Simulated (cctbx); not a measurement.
# Diagnosing a refinement

Cell a = 7.5750 Å, b = 14.9430 Å, c = 8.3500 Å, α = 90.00°, β = 90.00°, γ = 90.00°; space group Pnma (no. 62).

The data are simulated with cctbx, not measured: synchrotron X-rays, λ = 0.7749 Å, to d = 0.7 Å, 95 % of the full sphere, strongest reflection 5000 counts, noise from counting, a 6 % proportional error and a noise floor of 2 counts (s.d.); no absorption.

An anisotropic refinement with weights 1/σ² prints:

```text
Rint 0.071, 1492 unique reflections to 0.70 A
cycle     R1     wR2    GooF  max shift (A)
   1  0.5582  0.8676  15.960   0.03870
   3  0.5036  0.8073  14.852   0.00007
final R1 0.5036 wR2 0.8073 GooF 14.852  parameters 36  data/parameter 41.4
atom        x        y        z      Ueq    occ   su(xyz)  su(Uiso or U11)
Ba1    0.66706  0.25000  0.99181  -0.0136  1.000  0.00109  0.0032  NPD
Y1     0.17838  0.86852  0.68554  -0.0078  1.000  0.00125  0.0037  NPD
Ge1    0.78314  0.25000  0.63989  -0.0127  1.000  0.00217  0.0071  NPD
Ge2    0.51764  0.25000  0.40710  -0.0117  1.000  0.00198  0.0051  NPD
Ge3    0.32348  0.96440  0.96965  -0.0120  1.000  0.00140  0.0041  NPD
difference map: max 266.61 min -40.42 rms 15.38
Q1    0.1656  0.2500  0.5111    4  286.18  0.03 A from Ba1
Q2    0.0101  0.5967  0.1774    8  281.37  3.08 A from Ge3
Q3    0.1744  0.6277  0.6805    8  182.12  0.08 A from Y1
Q4    0.1729  0.0433  0.4740    8  156.77  0.12 A from Ge3
Q5    0.0096  0.2500  0.0891    4  155.30  0.07 A from Ge2
Q6    0.2100  0.7500  0.3591    4  151.95  0.05 A from Ge1
```

**Question.** Can this result stand? If not, what is the likely fault?

Mend it. The fault: an atom left out, Y at (0.4909, 0.4032, 0.6772). Against the right model at the same level, R1 goes from 0.0216 to 0.5036 and GooF from 0.94 to 14.85, U of Y1 shrinks from 0.0071 to -0.0078 Å², U of Ge2 shrinks from 0.0067 to -0.0117 Å², U of Ge3 shrinks from 0.0065 to -0.0120 Å², U of Ba1 shrinks from 0.0050 to -0.0136 Å², the top difference peak, 286.2 e/Å³, lies on Ba1 and Ba1, Y1, Ge1, Ge2 and Ge3 go non-positive-definite. Q2 is the missing atom. With scattering power missing, scale and phases suffer, so peaks may also grow on the heavy atoms.

The compound is BaY4Ge4. The right model at the same level gives:

```text
Rint 0.071, 1492 unique reflections to 0.70 A
cycle     R1     wR2    GooF  max shift (A)
   1  0.0218  0.0516   0.952   0.00016
   2  0.0216  0.0510   0.940   0.00000
final R1 0.0216 wR2 0.0510 GooF 0.940  parameters 45  data/parameter 33.2
atom        x        y        z      Ueq    occ   su(xyz)  su(Uiso or U11)
Ba1    0.66654  0.25000  0.99041   0.0050  1.000  0.00004  0.0001
Y1     0.17665  0.87042  0.68336   0.0071  1.000  0.00005  0.0002
Y2     0.49100  0.40317  0.67719   0.0068  1.000  0.00005  0.0002
Ge1    0.78833  0.25000  0.64061   0.0067  1.000  0.00008  0.0003
Ge2    0.51523  0.25000  0.40647   0.0067  1.000  0.00008  0.0003
Ge3    0.32538  0.96224  0.96936   0.0065  1.000  0.00006  0.0002
difference map: max 1.11 min -1.05 rms 0.30
Q1    0.0142  0.7500  0.4078    4    1.25  1.53 A from Ba1
Q2    0.1126  0.2500  0.1243    4    1.17  0.78 A from Ge2
Q3    0.1142  0.2500  0.8722    4    1.10  1.32 A from Ge1
Q4    0.1838  0.2500  0.7792    4    1.09  1.04 A from Ge1
Q5    0.1966  0.7500  0.7024    4    1.07  1.81 A from Y1
Q6    0.2034  0.2104  0.9857    8    1.06  1.37 A from Ge1
```

The model is made up (kin elements in a known structure type, no relaxation), so it says nothing on whether the phase exists.

[Middle refinement cycles are left out of these outputs.]

[Logs are printed without paths, hosts, clocks, repeated set-up lines and the standing remarks that a program may print on its own settings, such as how far it seeks lower states.]
